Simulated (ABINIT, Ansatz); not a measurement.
Planning a run of ABINIT 10.8.3 on MgZrF6 (Fm-3m). The input:

```
acell 3*1.0 Angstrom
rprim 
  0.000000000000 3.988016550000 3.988016550000
  3.988016550000 0.000000000000 3.988016550000
  3.988016550000 3.988016550000 -0.000000000000
ntypat 3
znucl 12 40 9
natom 8
typat 1 2 3 3 3 3 3 3
xred 
  0.500000000000 0.500000000000 0.500000000000
  0.000000000000 0.000000000000 0.000000000000
  0.747623080000 0.252376920000 0.252376920000
  0.252376920000 0.747623080000 0.747623080000
  0.252376920000 0.747623080000 0.252376920000
  0.747623080000 0.252376920000 0.747623080000
  0.252376920000 0.252376920000 0.747623080000
  0.747623080000 0.747623080000 0.252376920000
pp_dirpath "pseudos"
pseudos "Mg.upf, Zr.upf, F.upf"
ecut 38
ngkpt 4 4 4
nshiftk 1
shiftk 0 0 0
kptopt 1
chksymbreak 0
nband 40
occopt 1
tolvrs 1e-10
nstep 60
prtwf 0
optforces 0
optstress 0
indata_prefix "in"
outdata_prefix "out"
tmpdata_prefix "tmp"
```

```sh
OMP_NUM_THREADS=1 mpirun -n 4 abinit run.abi > log
```

Estimate wall time and host memory on 4 MPI ranks of Arm Neoverse V1, shared host.

It took 44 s; on shared hardware allow 22 s to 88 s. Peak host memory was 0.49 GiB.

[Paths, hosts, dates, memory and timing lines, banners, echoed tables and standing remarks are left out of the program output.]

[Logs are printed without paths, hosts, clocks, repeated set-up lines and the standing remarks that a program may print on its own settings, such as how far it seeks lower states.]

[Runs of the session that timed out or met a known fault of the program may be left out.]

[Hosts, paths, dates, database ids (printed as entryN), source tags and the programs' standing remarks are cut or masked in the printed files.]

[G0W0 gaps are taken among the corrected bands and points alone; a level outside them can change the order at an edge.]

[Where Ansatz stands beside ABINIT at settings called matched, ABINIT's density can come from a denser mesh and the files from another edition; pairs whose starting gaps differed by over 0.03 eV were left out, so agreement reads better than it is.]
